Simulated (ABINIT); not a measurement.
**Beyond one shot: BaIBr (Pnma)**

How far does self-consistency move the gap of BaIBr (Pnma)?

Main program and level: ABINIT 10.8.3; PBEsol and many-body steps on it, plane waves.

## Step 1: Starting point

Symmetry: Pnma, No. 62, orthorhombic system. Conventional cell: a = 8.814 Å, b = 5.124 Å, c = 10.192 Å, α = 90.00°, β = 90.00°, γ = 90.00°. Ba has 4 Br at 3.31 to 3.34 Å and 5 I at 3.67 to 3.76 Å nearest. I has 5 Ba at 3.67 to 3.76 Å nearest. Br has 4 Ba at 3.31 to 3.34 Å nearest. Farther neighbours and most contacts between anions are not listed.

Structure file:

```cif
data_structure
_symmetry_space_group_name_H-M 'Pnma'
_symmetry_Int_Tables_number 62
_cell_length_a 8.8145
_cell_length_b 5.1243
_cell_length_c 10.1917
_cell_angle_alpha 90.000
_cell_angle_beta 90.000
_cell_angle_gamma 90.000
_cell_volume 460.34
loop_
_atom_site_label
_atom_site_type_symbol
_atom_site_symmetry_multiplicity
_atom_site_Wyckoff_symbol
_atom_site_fract_x
_atom_site_fract_y
_atom_site_fract_z
_atom_site_occupancy
Ba1 Ba 4 c 0.72882 0.25000 0.37514 1
I1 I 4 c 0.47161 0.25000 0.83178 1
Br1 Br 4 c 0.85647 0.25000 0.06669 1
```

The cell and positions are those that the Materials Project relaxed with its own functionals (PBE, PBE+U or r2SCAN), kept fixed. Spin-orbit coupling is left out unless a step names it.

## Step 2: Empty states on the mesh, 2×2×1 mesh, 325 bands

This step: ABINIT 10.8.3; DFT, PBEsol, plane waves, norm-conserving pseudopotentials.

The sums over transitions need many empty states on a uniform mesh; this step solves for them.

run.abi reads:

```
acell 3*1.0 Angstrom
rprim 
  8.814460390000 0.000000000000 0.000000000000
  0.000000000000 5.124291030000 0.000000000000
  0.000000000000 0.000000000000 10.191678390000
ntypat 3
znucl 56 53 35
natom 12
typat 1 1 1 1 2 2 2 2 3 3 3 3
xred 
  0.728824540000 0.250000000000 0.375137030000
  0.271175460000 0.750000000000 0.624862970000
  0.771175460000 0.750000000000 0.875137030000
  0.228824540000 0.250000000000 0.124862970000
  0.471610560000 0.250000000000 0.831776550000
  0.528389440000 0.750000000000 0.168223450000
  0.028389440000 0.750000000000 0.331776550000
  0.971610560000 0.250000000000 0.668223450000
  0.856471900000 0.250000000000 0.066685850000
  0.143528100000 0.750000000000 0.933314150000
  0.643528100000 0.750000000000 0.566685850000
  0.356471900000 0.250000000000 0.433314150000
pp_dirpath "pseudos"
pseudos "Ba.upf, I.upf, Br.upf"
ecut 31
ngkpt 2 2 1
nshiftk 1
shiftk 0 0 0
kptopt 1
chksymbreak 0
iscf -2
irdden 1
istwfk *1
nband 325
nbdbuf 28
tolwfr 1e-09
nstep 60
prtvol 0
indata_prefix "in"
outdata_prefix "out"
tmpdata_prefix "tmp"
```

On the command line:

```sh
> OMP_NUM_THREADS=2 mpirun -n 4 abinit run.abi > log
```

Numbers of over 12 decimals in the logs are rounded to 6 here.

The program printed:

```text
.Version 10.8.3 of ABINIT. v10.8.2 released Aug 2026.

 Symmetries : space group Pn m a (# 62); Bravais oP (primitive ortho.)
[... echo of the input left out ...]
== DATASET  1 ==================================================================
-   mpi_nproc: 4, omp_nthreads: 2 (-1 if OMP is not activated)

--- !DatasetInfo
iteration_state: {dtset: 1, }
dimensions: {natom: 12, nkpt: 4, mband: 325, nsppol: 1, nspinor: 1, nspden: 1, mpw: 25646, }
cutoff_energies: {ecut:  31.0, pawecutdg:  -1.0, }
[...]
1.37853    1.38700    1.38732    1.38768    1.39307    1.40235    1.40415    1.40618
   1.41047    1.41607    1.41913    1.41975    1.42161    1.42171    1.42645    1.43281
   1.43412    1.43793    1.44510    1.45029    1.46023
 prteigrs : prtvol=0 or 1, do not print more k-points.

== END DATASET(S) ==============================================================
================================================================================

 -outvars: echo values of variables after computation  --------
            nband         325
             nkpt           4
          spgroup          62
 [... the other variables as echoed above ...]

 Calculation completed.
```

Elapsed: 6.3 min, on 4 MPI ranks of Arm Neoverse V2, shared host; peak memory 1.3 GiB; 39 min of CPU time.

This step gave:

```
gap                                                           : 3.423 eV
k of the valence top                                          : 0, 0, 0
k of the conduction bottom                                    : 0, 0, 0
least direct gap                                              : 3.423 eV
k points computed                                             : 4
lowest point of the top converged band, above the valence top : 34.26 eV
```

On this mesh the gap is 3.423 eV.

The density comes from a self-consistent run that is not shown.

## Step 3: Screening, 2×2×1 mesh, 297 bands, screening to 89.8 eV

The RPA dielectric matrix is built and inverted for each q.

This step: RPA screening on PBEsol, plane waves, norm-conserving pseudopotentials.

run.abi, as its differences from that of step 2:

```diff
@@ -30,10 +30,11 @@
 chksymbreak 0
-iscf -2
-irdden 1
 istwfk *1
-nband 325
-nbdbuf 28
-tolwfr 1e-09
-nstep 60
-prtvol 0
+occopt 1
+irdwfk 1
+optdriver 3
+nband 297
+ecuteps 3.3
+inclvkb 2
+awtr 1
+symchi 1
 indata_prefix "in"
```

On the command line:

```sh
> OMP_NUM_THREADS=1 mpirun -n 8 abinit run.abi > log
```

The program printed:

```text
.Version 10.8.3 of ABINIT. v10.8.2 released Aug 2026.

 Symmetries : space group Pn m a (# 62); Bravais oP (primitive ortho.)
[... echo of the input left out ...]
== DATASET  1 ==================================================================
-   mpi_nproc: 8, omp_nthreads: 1 (-1 if OMP is not activated)

--- !DatasetInfo
iteration_state: {dtset: 1, }
dimensions: {natom: 12, nkpt: 4, mband: 297, nsppol: 1, nspinor: 1, nspden: 1, mpw: 25646, }
cutoff_energies: {ecut:  31.0, pawecutdg:  -1.0, }
electrons: {nelect:   9.60000000E+01, charge:   0.00000000E+00, occopt:   1.00000000E+00, tsmear:   1.00000000E-02, }

 SCREENING: Calculation of the susceptibility and dielectric matrices

 Based on a program developped by R.W. Godby, V. Olevano, G. Onida, and L. Reining.
 Incorporated in ABINIT by V. Olevano, G.-M. Rignanese, and M. Torrent.
.Using double precision arithmetic ; gwpc =  8

[... cell and pseudopotentials left out ...]
--------------------------------------------------------------------------------

 ==== K-mesh for the wavefunctions ====
 Number of points in the irreducible wedge :     4
[... list of points left out ...]
 Together with  8 symmetry operations and time-reversal symmetry
 yields     4 points in the full Brillouin Zone.

 ==== Q-mesh for the screening function ====
 Number of points in the irreducible wedge :     4
[... list of points left out ...]
 Together with  8 symmetry operations and time-reversal symmetry
 yields     4 points in the full Brillouin Zone.

 setmesh: FFT mesh size selected  =    60x   36x   72
          total number of points  =       155520

 vcoul_init : cutoff-mode = AUXILIARY_FUNCTION
 q-points for optical limit:   1
     1)      0.000010    0.000020    0.000030

- screening: taking advantage of time-reversal symmetry
- Maximum band index for partially occupied states nbvw = 48
- Remaining bands to be divided among processors   nbcw = 249
- Number of bands treated by each node ~31

 Number of electrons calculated from density =   96.0000; Expected =   96.0000
 average of density, n =  0.030903
 r_s =    1.9768
 omega_plasma =   16.9572 [eV]

 calculating chi0 at frequencies [eV] :
  1    0.000000E+00    0.000000E+00
  2    0.000000E+00    1.695725E+01

--------------------------------------------------------------------------------
  q-point number  1        q = ( 0.000000, 0.000000, 0.000000) [r.l.u.]
--------------------------------------------------------------------------------
[... chi0 elements left out ...]
 For q-point:  0.000010 0.000020 0.000030
  dielectric constant =   4.0967
  dielectric constant without local fields =   4.8442

  Average fulfillment of the sum rule on Im[epsilon] for q-point    1 :     82.49  [%]
[... wings left out ...]
  q-point number  2        q = ( 0.500000, 0.000000, 0.000000) [r.l.u.]
--------------------------------------------------------------------------------
[... chi0 elements left out ...]
  Average fulfillment of the sum rule on Im[epsilon] for q-point    2 :     88.42  [%]

 [... 2 further q-points ...]
```

It took 5.7 min on 8 MPI ranks; peak memory 11 GiB.

Numbers from this step:

| Property | Result |
| --- | --- |
| ε∞ with local fields, on this mesh, along the program's q direction | 4.097 |
| the same without local fields | 4.844 |
| plasma frequency | 16.96 eV |
| plane waves in the screening matrix | 873 |

Local fields lower ε∞ by 15 %. On a Γ-centred mesh this coarse the value itself is usually too large, while a short band sum pulls it down.

## Step 4: G0W0

The self-energy is evaluated for the states that the input lists, and the levels follow from it, in one-shot runs by the linearised quasiparticle equation.

This step: G0W0 on PBEsol, plane waves, norm-conserving pseudopotentials.

run.abi, as its differences from that of step 3:

```diff
@@ -33,8 +33,15 @@
 irdwfk 1
-optdriver 3
+optdriver 4
 nband 297
+gwcalctyp 0
+ecutsigx 31
+symsigma 1
+nkptgw 1
+kptgw 
+  0.0000000000 0.0000000000 0.0000000000
+bdgw 
+  47 50
 ecuteps 3.3
-inclvkb 2
-awtr 1
-symchi 1
+irdscr 1
+ppmodel 1
 indata_prefix "in"
```

The program printed:

```text
.Version 10.8.3 of ABINIT. v10.8.2 released Aug 2026.

 Symmetries : space group Pn m a (# 62); Bravais oP (primitive ortho.)
[... echo of the input left out ...]
== DATASET  1 ==================================================================
-   mpi_nproc: 8, omp_nthreads: 1 (-1 if OMP is not activated)

--- !DatasetInfo
iteration_state: {dtset: 1, }
dimensions: {natom: 12, nkpt: 4, mband: 297, nsppol: 1, nspinor: 1, nspden: 1, mpw: 25646, }
cutoff_energies: {ecut:  31.0, pawecutdg:  -1.0, }
electrons: {nelect:   9.60000000E+01, charge:   0.00000000E+00, occopt:   1.00000000E+00, tsmear:   1.00000000E-02, }

 SIGMA: Calculation of the GW corrections

 Based on a program developped by R.W. Godby, V. Olevano, G. Onida, and L. Reining.
 Incorporated in ABINIT by V. Olevano, G.-M. Rignanese, and M. Torrent.
.Using double precision arithmetic ; gwpc =  8

[... cell and pseudopotentials left out ...]
--------------------------------------------------------------------------------

 ==== K-mesh for the wavefunctions ====
 Number of points in the irreducible wedge :     4
[... list of points left out ...]
 Together with  8 symmetry operations and time-reversal symmetry
 yields     4 points in the full Brillouin Zone.

 ==== Q-mesh for screening function ====
 Number of points in the irreducible wedge :     4
[... list of points left out ...]
 Together with  8 symmetry operations and time-reversal symmetry
 yields     4 points in the full Brillouin Zone.

 vcoul_init : cutoff-mode = AUXILIARY_FUNCTION
 q-points for optical limit:   1
     1)      0.000010    0.000020    0.000030
 setmesh: FFT mesh size selected  =    90x   50x  100
          total number of points  =       450000

 Number of electrons calculated from density =   96.0000; Expected =   96.0000
 average of density, n =  0.030903
 r_s =    1.9768
 omega_plasma =   16.9572 [eV]

 === KS Band Gaps ===
  >>>> For spin  1
   Minimum direct gap =   3.4236 [eV], located at k-point      :   0.0000  0.0000  0.0000
   Fundamental gap    =   3.4236 [eV], Top of valence bands at :   0.0000  0.0000  0.0000
                                       Bottom of conduction at :   0.0000  0.0000  0.0000
 SIGMA fundamental parameters:
 PLASMON POLE MODEL  1
 number of plane-waves for SigmaX                25569
 number of plane-waves for SigmaC and W            873
 number of plane-waves for wavefunctions         25569
 number of bands                                   297
 number of independent spin polarizations            1
 number of spinorial components                      1
 number of k-points in IBZ                           4
 number of q-points in IBZ                           4
 number of symmetry operations                       8
 number of k-points in BZ                            4
 number of q-points in BZ                            4
 number of frequencies for dSigma/dE                 9
 frequency step for dSigma/dE [eV]                0.25
 number of omega for Sigma on real axis              0
 max omega for Sigma on real axis  [eV]           0.00
 zcut for avoiding poles [eV]                     0.10

 EPSILON^-1 parameters (SCR file):
 dimension of the eps^-1 matrix on file            873
 dimension of the eps^-1 matrix used               873
 number of plane-waves for wavefunctions         25569
 number of bands                                   297
 number of q-points in IBZ                           4
 number of frequencies                               2
 number of real frequencies                          1
 number of imag frequencies                          1

 matrix elements of self-energy operator (all in [eV])

 Perturbative Calculation

--- !SelfEnergy_ee
iteration_state: {dtset: 1, }
kpoint     : [   0.000,    0.000,    0.000, ]
spin       : 1
KS_gap     :    3.424
QP_gap     :    4.987
Delta_QP_KS:    1.563
data: !SigmaeeData |
     Band     E0 <VxcDFT>   SigX SigC(E0)      Z dSigC/dE  Sig(E)    E-E0       E
       47   2.175 -11.876 -14.652   2.065   0.812  -0.232 -12.453  -0.577   1.598
       48   2.303 -11.707 -14.544   2.091   0.817  -0.224 -12.317  -0.610   1.692
       49   5.726  -8.190  -4.046  -3.002   0.835  -0.198  -7.237   0.953   6.679
       50   6.287  -8.025  -3.732  -3.120   0.841  -0.189  -7.037   0.988   7.275

== END DATASET(S) ==============================================================
================================================================================

 -outvars: echo values of variables after computation  --------
           etotal      0.0000000000E+00
            nband         297
             nkpt           4
          spgroup          62
 [... the other variables as echoed above ...]

 Calculation completed.
```

Elapsed: 24 s, on 8 MPI ranks; peak memory 5.8 GiB.

This step gave:

```yaml
g0w0_gap_on_the_points_computed: 4.987 eV
starting_gap_on_the_mesh: 3.423 eV
k_of_the_valence_top: 0, 0, 0
k_of_the_conduction_bottom: 0, 0, 0
z_at_the_valence_top: 0.817
z_at_the_conduction_bottom: 0.835
least_direct_g0w0_gap_on_the_computed_points: 4.987 eV
```

The gap on the mesh goes from 3.42 eV to 4.99 eV, a correction of +1.56 eV.

(Continued in part 2 of 2.)

[Paths, hosts, dates, memory and timing lines, banners, echoed tables and standing remarks are left out of the program output.]

[Logs are printed without paths, hosts, clocks, repeated set-up lines and the standing remarks that a program may print on its own settings, such as how far it seeks lower states.]

[Runs of the session that timed out or met a known fault of the program may be left out.]

[Hosts, paths, dates, database ids (printed as entryN), source tags and the programs' standing remarks are cut or masked in the printed files.]

[G0W0 gaps are taken among the corrected bands and points alone; a level outside them can change the order at an edge.]

[Where Ansatz stands beside ABINIT at settings called matched, ABINIT's density can come from a denser mesh and the files from another edition; pairs whose starting gaps differed by over 0.03 eV were left out, so agreement reads better than it is.]
